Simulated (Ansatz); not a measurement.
# NbSi: relaxing a made-up structure, part 2 of 2

This structure for NbSi is made up. Its elements were placed in a known structure type with a cell scaled to their sizes. What cell does the guess relax to, and how far off was it?

Ansatz 0.2.0; DFT, PBE, plane-wave PAW, files of the set soft_1, scalar-relativistic, no spin, cell and ions relaxed at zero pressure; PAW set soft_1 (the session's first sound run).

So far: The starting structure; Relaxation of the guess. The relaxed cell has a = 5.148 Å (conventional setting).

### 3. Electronic structure of the relaxed cell

A second self-consistent run takes a narrower smearing and the mesh shown in its input; the bands follow along the standard path of the relaxed lattice.

This step: DFT, PBE, plane-wave PAW, files of the set soft_1, scalar-relativistic, no spin, bands and density of states at the relaxed cell; PAW set soft_1 (Ansatz 0.2.0).

input.yaml reads:

```yaml
crystal:
  lattice:
    - [0.0, 2.573810183, 2.573810183]
    - [2.573810183, 0.0, 2.573810183]
    - [2.573810183, 2.573810183, 0.0]
  atoms:
    - { symbol: Nb, position: [0.5, 0.5, 0.5] }
    - { symbol: Si, position: [0.0, 0.0, 0.0] }
kpoints:
  mp_grid: { grid: [10, 10, 10] }
  band_path:
    path:
      - [[0.0, 0.0, 0.0], [0.5, 0.0, 0.5], [0.5, 0.25, 0.75], [0.375, 0.375, 0.75], [0.0, 0.0, 0.0], [0.5, 0.5, 0.5], [0.625, 0.25, 0.625], [0.5, 0.25, 0.75], [0.5, 0.5, 0.5], [0.375, 0.375, 0.75]]
      - [[0.625, 0.25, 0.625], [0.5, 0.0, 0.5]]
    npoints: 8
scf:
  occupations: { method: fermi_dirac, width: 0.03 }
  n_extra_bands: 6
hamiltonian:
  xc: pbe
  pseudopotentials: { kind: paw, azcp: { folder: soft_1 } }
output:
  forces: true
  stress: true
  write_bands: true
  dos: { projected: true }
  write_density: true
  write_potential: true
  elf: true
  volumetric_format: npy
```

Launch:

```sh
$ ansatz run input.yaml --threads 4 --pin off --max-ram 8192MiB --backend cpu --events-out ev --progress --plain --runs-dir out
```

Numbers of over 12 decimals in the logs are rounded to 6 here.

The log of the run:

```text
[...]
Crystal: 2 atoms, lattice volume = 34.100 Å³
Basis set: ecut = 420 eV, 645 PW (Γ), exchange–correlation on 50×50×50 points (8 copies of the dense FFT grid, shifted against one another)
Bands: 15, of which v1, the nominal top of the filled ones, is band 9 counted from 1 (8 counted from 0)
Symmetry: 48 space group operations
[...]
k-points: 47 of 1000
[...]
SCF iter   1: F=—  HF=-5189.641084 eV  |F-HF|=—  |Δ(HF+E_count)|=         —  Δρ=8.11e-2  dr2=3.78e0  ethr=3.10e-3  ⟨swp⟩=5.9  Hψ=4200  notcnv=0
[...]
SCF iter   7: F=-5188.582683 eV  HF=-5188.582683 eV  |F-HF|=1.05e-8  |Δ(HF+E_count)|=   4.86e-8  Δρ=5.03e-6  dr2=1.33e-8  ethr=5.88e-10  ⟨swp⟩=13.4  Hψ=4667  notcnv=0
SCF 1 converged in 7 iterations: F = -5188.582683 eV  dr2 = 1.33e-8
[...]
NSCF: frozen V_eff on 82 k-points
SCF converged after 7 iterations
Free energy (F): -5188.582683 eV
[...]
Internal energy: -5188.577625 eV  (E = F + TS)
E sigma→0 (E₀):  -5188.580154 eV
Entropy (-TS):   -0.005058 eV (-2.529 meV/atom)
Fermi energy:    14.042351 eV
[...]
--- Stress (GPa, compression-positive) ---
        0.130832      -0.000000      -0.000000
       -0.000000       0.130832       0.000000
       -0.000000       0.000000       0.130832
  P = ⅓ Tr σ = 0.1308 GPa (1.308 kbar)
--- Band table (eV; the first three rows and the last of 47) ---
  k-point 0: bands = [... 5 lower, 12.7122, 12.7122, 12.7122, 13.2472, 13.2472, 16.3848, 16.3848, 16.3848, ... 2 higher]
  k-point 1: bands = [... 5 lower, 12.3611, 12.6289, 12.6289, 13.0650, 13.0650, 16.1825, 17.0354, 17.0354, ... 2 higher]
  k-point 2: bands = [... 5 lower, 11.4366, 11.9541, 11.9541, 13.4520, 13.4520, 15.8777, 18.4308, 18.4308, ... 2 higher]
  k-point 46: bands = [... 5 lower, 10.4118, 10.4844, 11.0686, 15.1852, 15.8002, 15.8470, 15.9140, 17.5926, ... 2 higher]
```

The job ended after 0.73 s (4 threads of Arm Neoverse V2, shared host; peak memory 0.3 GiB; 2.2 s of CPU time).

This step gave:

| Property | Result |
| --- | --- |
| free energy | -5188.5827 eV |
| energy at zero smearing | -5188.5802 eV |
| smearing term TS | 0.005058 eV |
| Fermi energy | 14.04 eV |
| pressure | 0.1308 GPa |

From bands.tsv, the bands that come nearest the Fermi level along the path, at its corners, in eV from the Fermi level:

```
point  band 5  band 6  band 7  band 8  band 9  band 10  band 11  band 12
    Γ  -10.74   -1.33   -1.33   -1.33   -0.80    -0.80     2.34     2.34
    X   -8.49   -3.57   -3.25   -0.04   -0.04     0.27     1.86     1.86
    W   -7.88   -3.61   -3.61   -3.17    1.51     1.51     1.85     1.87
    K   -7.97   -4.07   -3.62   -2.17   -0.12     1.39     2.46     3.07
    Γ  -10.74   -1.33   -1.33   -1.33   -0.80    -0.80     2.34     2.34
    L   -7.31   -5.99   -3.28   -3.28    1.20     1.20     2.43     4.29
    U   -7.97   -4.07   -3.62   -2.17   -0.12     1.39     2.46     3.07
    W   -7.88   -3.61   -3.61   -3.17    1.51     1.51     1.85     1.87
    L   -7.31   -5.99   -3.28   -3.28    1.20     1.20     2.43     4.29
    K   -7.97   -4.07   -3.62   -2.17   -0.12     1.39     2.46     3.07
    U   -7.97   -4.07   -3.62   -2.17   -0.12     1.39     2.46     3.07
    X   -8.49   -3.57   -3.25   -0.04   -0.04     0.27     1.86     1.86
```

States per cell as run, both spins, in windows of 1 eV, from dos.tsv (zero at the Fermi level):

```csv
from,to,total
-8,-7,0.74
-7,-6,0.00
-6,-5,0.26
-5,-4,1.13
-4,-3,2.14
-3,-2,1.95
-2,-1,0.57
-1,0,0.98
0,1,1.67
1,2,1.54
2,3,2.22
3,4,1.19
4,5,1.01
5,6,0.99
```

Below -8 eV lie 9.3 more states.

ELF in the ac plane of the conventional cell at fractional y = 0.000, with atoms of Nb and Si within 0.2 Å of it. It is the smooth field of the valence electrons, not physical close to the nuclei.

Values, 14 rows by 14 columns, each cell a mean:
```
0.40 0.49 0.68 0.49 0.37 0.66 0.59 0.50 0.70 0.50 0.36 0.65 0.59 0.42
0.56 0.66 0.70 0.46 0.24 0.43 0.66 0.70 0.56 0.27 0.32 0.63 0.69 0.59
0.65 0.65 0.60 0.44 0.25 0.24 0.37 0.40 0.28 0.21 0.35 0.55 0.63 0.65
0.38 0.34 0.32 0.38 0.44 0.46 0.49 0.49 0.48 0.46 0.42 0.35 0.32 0.36
0.55 0.38 0.21 0.32 0.60 0.70 0.68 0.66 0.69 0.67 0.46 0.21 0.27 0.50
0.68 0.65 0.38 0.34 0.65 0.66 0.49 0.45 0.57 0.69 0.48 0.28 0.56 0.70
0.32 0.68 0.55 0.38 0.65 0.56 0.40 0.44 0.45 0.66 0.49 0.40 0.70 0.50
0.50 0.70 0.50 0.36 0.65 0.59 0.42 0.40 0.49 0.68 0.49 0.37 0.66 0.59
0.70 0.56 0.27 0.32 0.63 0.69 0.59 0.56 0.66 0.70 0.46 0.24 0.43 0.66
0.40 0.28 0.21 0.35 0.55 0.63 0.65 0.65 0.65 0.60 0.44 0.25 0.24 0.37
0.49 0.48 0.46 0.42 0.35 0.32 0.36 0.38 0.34 0.32 0.38 0.44 0.46 0.49
0.66 0.69 0.67 0.46 0.21 0.27 0.50 0.55 0.38 0.21 0.32 0.60 0.70 0.68
0.45 0.57 0.69 0.48 0.28 0.56 0.70 0.68 0.65 0.38 0.34 0.65 0.66 0.49
0.44 0.45 0.66 0.49 0.40 0.70 0.50 0.32 0.68 0.55 0.38 0.65 0.56 0.40
```
Columns run along a (5.1 Å), rows up along c (5.1 Å), edges of the conventional cell, whose origin can differ from the input's. Atoms in or near the plane, at fractional coordinates: Nb at (0.50, 0.00), Nb at (0.00, 0.50), Si at (0.00, 0.00), Si at (0.50, 0.50).

Electrostatic potential energy in the ac plane of the conventional cell at fractional y = 0.000, with atoms of Nb and Si within 0.2 Å of it. With pseudopotentials it is smooth inside the atoms' cores, unlike the true potential.

Ten even steps from '0' (-57 eV) to '9' (15 eV), each cell a mean:
```
65797300268855
56998633589975
89999877899998
89999999999998
57899977899986
13799655589852
01588568579730
02688556579730
35899755699863
78999988999987
99999988999999
78999865789997
55898521379965
85797300158856
```
Columns run along a (5.1 Å; values clipped at the 3rd and 97th percentile), rows up along c (5.1 Å), edges of the conventional cell, whose origin can differ from the input's. Atoms in or near the plane, at fractional coordinates: Nb at (0.50, 0.00), Nb at (0.00, 0.50), Si at (0.00, 0.00), Si at (0.50, 0.50).

Valence density in the ac plane of the conventional cell at fractional y = 0.000, with atoms of Nb and Si within 0.2 Å of it. It is the smooth field of the valence electrons, not physical close to the nuclei.

Ten even steps from '0' (0.2 e/Å³) to '9' (4.9 e/Å³), each cell a mean:
```
00001599720000
00000156300000
00000011000000
00000000000000
21000000000002
85100000000037
98200000000169
97200000000159
63000000000015
10000000000001
00000000000000
00000022100000
00000378510000
00001699820000
```
Columns run along a (5.1 Å), rows up along c (5.1 Å), edges of the conventional cell, whose origin can differ from the input's. Atoms in or near the plane, at fractional coordinates: Nb at (0.50, 0.00), Nb at (0.00, 0.50), Si at (0.00, 0.00), Si at (0.50, 0.50).

### 4. Results

| Item | Value |
| --- | --- |
| space group, relaxed | Fm-3m |
| conventional cell | a = 5.148, b = 5.148, c = 5.148 Å; α = 90.0°, β = 90.0°, γ = 90.0° |
| volume per atom | 17.05 Å³ (guess 17.96) |

**Reading.** NbSi relaxes to Fm-3m with a = 5.148, b = 5.148 and c = 5.148 Å. The guessed volume was 5 % too large. The space group Fm-3m was held in the relaxation, so the end point is a stationary structure within it and may be a saddle against distortions or other arrangements. Bands cross the Fermi level, so it is a metal or semimetal at this level. The electron count is odd, which forces that without spin polarisation or a larger cell. On the 10×10×10 mesh with the narrower smearing (relaxed on 9×9×9) the forces vanish, as symmetry may demand, and the largest stress component is 0.131 GPa, against the relaxation's thresholds of 0.015 eV/Å and 0.05 GPa. The cutoff wasn't tested. No dispersion term is used, so weakly bound directions may come out too long. The runs have no spin, and magnetism wasn't tested. Nothing here tests whether the compound is stable against decomposition.

[Logs are printed without paths, hosts, clocks, repeated set-up lines and the standing remarks that a program may print on its own settings, such as how far it seeks lower states.]

[Hosts, paths, dates, database ids (printed as entryN), source tags and the programs' standing remarks are cut or masked in the printed files.]
